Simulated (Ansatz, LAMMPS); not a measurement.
**Glassy 69SiO2-19Al2O3-6SrO-6Li2O (mol %) (106 atoms), step 2 of a relaxation**

The starting structure: 106 atoms (22 Si, 12 Al, 2 Sr, 4 Li, 66 O) placed at random at 2.87 g/cm³, melted at 4000 K for 10 ps at fixed volume with the Morse and Coulomb pair potential with partial charges (Pedone, Malavasi, Menziani, Cormack and Segre, J. Phys. Chem. B 110, 11780 (2006)). Quenched from 4000 K to 300 K at 50 K/ps and fixed volume, held 5 ps.

Geometry: step 2 of a relaxation. Computed with Ansatz 0.2.0: Kohn-Sham DFT, PBE, PAW (set soft_2), plane waves; cutoff 420 eV, Γ point, fermi-dirac smearing of 0.025 eV; density 2.84 g/cm³.

Extended XYZ; positions in Å, forces in eV/Å:

```xyz
106
Lattice="10.871 -0.026 -0.048 -0.026 10.821 -0.020 -0.048 -0.020 10.950" Properties=species:S:1:pos:R:3:forces:R:3 pbc="T T T"
Si 9.749 10.220 7.399 -0.671 -0.349 -0.024
Si 6.695 8.253 5.551 0.564 -1.281 3.008
Si 7.995 1.713 6.366 -0.448 1.636 -0.798
Si 8.315 4.797 6.891 -2.900 -1.209 -0.233
Si -0.016 8.905 0.606 -1.535 0.024 0.619
Si 10.206 4.167 3.184 0.303 -0.595 -1.415
Si 4.428 2.848 10.231 -1.717 -0.863 0.768
Si 2.238 8.291 9.428 -0.951 1.261 0.489
Si 8.485 0.071 0.294 2.132 -0.569 1.891
Si 5.083 4.451 6.631 -0.200 0.122 -2.143
Si 5.236 7.854 10.245 2.106 -0.595 -3.079
Si 3.020 6.132 1.571 0.470 -2.147 0.955
Si 0.554 4.629 0.341 0.380 -0.651 0.583
Si 4.256 9.722 6.502 0.862 -0.930 -0.189
Si 6.781 8.657 1.887 -1.757 0.387 -0.657
Si 1.272 4.505 5.758 -0.007 1.767 0.660
Si 2.845 6.754 6.928 0.790 0.920 -0.510
Si 6.496 5.365 4.115 -0.455 0.723 1.060
Si 8.655 5.802 9.956 -0.551 -0.984 0.060
Si 8.143 1.757 3.346 0.866 1.153 2.105
Si 2.636 0.984 0.960 -0.654 -1.885 -0.836
Si 9.429 7.132 2.663 -0.247 0.208 0.169
Al 3.991 1.448 7.399 0.293 -0.489 1.262
Al 9.343 10.226 4.654 0.216 -0.876 0.514
Al 6.212 0.367 8.897 0.698 -0.377 -0.188
Al 7.588 8.405 8.592 -1.216 -1.684 0.523
Al 5.768 3.309 1.961 -0.256 -0.206 0.901
Al 3.676 9.173 2.362 1.090 0.021 -1.032
Al 1.506 0.287 9.027 0.159 0.916 0.047
Al 5.921 5.579 0.426 1.320 0.426 -1.380
Al 1.226 10.526 3.091 0.462 -0.360 0.955
Al 9.753 7.516 5.716 -1.557 -0.030 -1.468
Al 1.899 3.328 8.724 1.014 0.323 -0.031
Al 3.696 4.038 3.924 -0.472 0.380 -0.713
Sr 5.151 0.663 3.754 -0.033 -0.247 0.235
Sr 9.071 2.648 9.673 -0.074 -0.025 -0.163
Li 2.104 7.880 4.249 -0.205 -0.268 -0.238
Li 1.562 0.224 5.764 0.012 -0.124 0.007
Li 3.697 5.724 9.457 0.444 -0.075 0.308
Li 0.011 1.926 1.732 -0.182 -0.096 -0.062
O 10.070 5.200 10.556 -0.393 0.588 0.133
O 6.582 4.661 7.020 1.775 0.686 0.703
O 9.105 6.086 6.388 1.255 0.695 -0.109
O 9.312 1.426 0.805 -0.882 -0.922 -0.403
O 4.409 2.782 2.942 0.034 -0.102 0.212
O 0.129 4.400 4.607 -0.062 0.240 1.096
O 0.893 3.506 10.125 -0.538 -0.356 0.404
O 7.054 1.246 7.515 -1.218 -0.349 1.481
O 5.997 7.733 0.717 0.809 -0.719 2.391
O 7.297 1.876 4.887 0.418 -0.354 -0.478
O 9.075 0.464 6.198 1.630 -1.006 -0.020
O 1.690 6.232 5.892 -0.491 0.159 -0.449
O 7.451 9.903 1.167 0.385 1.274 -0.214
O 2.673 9.606 3.690 -0.381 0.521 1.046
O 1.747 1.187 2.294 -0.794 1.273 0.863
O 8.595 4.913 8.546 0.025 -0.886 0.550
O 3.508 8.247 6.489 -0.707 -0.464 -0.212
O 5.507 6.377 9.589 0.120 0.046 0.906
O 7.482 0.652 10.123 -0.851 0.471 -1.338
O 3.685 8.104 10.134 -2.051 1.080 0.489
O 5.479 9.107 2.790 0.034 0.330 -0.109
O 8.174 8.808 5.155 1.277 0.596 -0.733
O 5.572 9.447 5.532 -0.657 0.845 -0.684
O 10.280 8.911 6.560 1.185 1.161 0.482
O 3.543 3.844 9.337 -0.679 1.011 -0.787
O 2.100 9.612 8.536 1.096 -0.630 -0.932
O 7.635 5.382 0.146 0.333 -0.533 -0.136
O 5.605 3.547 0.206 1.338 0.965 0.662
O 3.516 0.269 6.020 -0.876 0.509 -0.863
O 2.505 3.809 5.152 2.122 -1.846 -1.200
O 1.742 5.636 0.704 -0.584 0.696 -0.928
O 4.583 2.951 6.789 -0.251 -0.620 -0.002
O 8.723 3.146 6.757 0.717 0.043 0.092
O 6.137 9.003 9.505 0.203 1.302 -0.182
O 7.878 7.750 2.596 1.062 -1.310 0.604
O 4.840 10.498 7.805 0.070 0.852 1.017
O 3.991 5.617 7.016 0.186 0.064 0.639
O 3.077 7.651 1.894 -0.613 1.804 0.376
O 6.205 4.938 2.553 -0.295 0.789 -1.363
O 10.246 7.619 3.984 0.103 0.369 1.419
O 4.249 5.715 0.657 -0.613 -0.439 -0.265
O 0.267 3.879 1.805 -0.469 -0.499 0.427
O 2.394 1.682 8.225 -0.339 -0.874 -0.173
O 0.176 10.616 4.498 0.581 0.184 0.015
O 7.811 4.751 4.648 1.409 -0.853 0.981
O 0.650 9.651 1.799 0.535 0.032 0.462
O 3.662 10.646 1.372 1.023 -0.610 0.125
O 1.595 0.458 10.700 0.115 0.573 0.851
O 1.210 4.058 7.305 -1.042 0.163 0.063
O 6.818 7.832 7.162 -0.265 0.086 -1.993
O -0.037 0.345 8.232 -0.608 0.510 -0.392
O 5.016 1.691 9.288 0.258 -0.891 -0.988
O 3.412 2.235 0.370 0.999 1.191 -0.302
O 6.318 6.910 4.749 -0.705 -0.458 -1.333
O 3.104 5.349 2.976 -0.481 0.102 0.373
O 9.565 5.525 2.693 -1.262 0.472 -0.329
O 8.476 9.772 8.207 0.359 1.191 0.328
O 8.601 0.254 3.429 -0.397 -0.873 -0.885
O 5.128 4.639 4.859 -0.181 0.037 1.123
O 6.974 2.149 2.401 -1.449 -0.199 -1.549
O 9.671 9.820 10.885 -1.054 0.321 -0.955
O 9.453 2.725 3.291 0.138 0.329 0.178
O 10.144 7.617 1.338 0.291 -0.252 -1.383
O 0.949 8.376 10.431 1.181 -1.263 -1.021
O 2.221 7.028 8.394 -0.382 -1.285 0.502
O 8.518 7.293 9.540 0.411 1.683 -0.246
```

The quench rate of 50 K/ps is many orders above laboratory rates, so the cell is likely richer in defects and strain than a real sample. The network of bonds at the start is that of the classical potential that made the cell. Only the Γ point is sampled, in a cell whose shortest periodic width is 11 Å.

The r.m.s. force component is 0.897 eV/Å; the longest force, 3.78 eV/Å, acts on Si11. The energy lies 48.1 meV/atom below that of the first step of this run.

[Logs are printed without paths, hosts, clocks, repeated set-up lines and the standing remarks that a program may print on its own settings, such as how far it seeks lower states.]

[Hosts, paths, dates, database ids (printed as entryN), source tags and the programs' standing remarks are cut or masked in the printed files.]
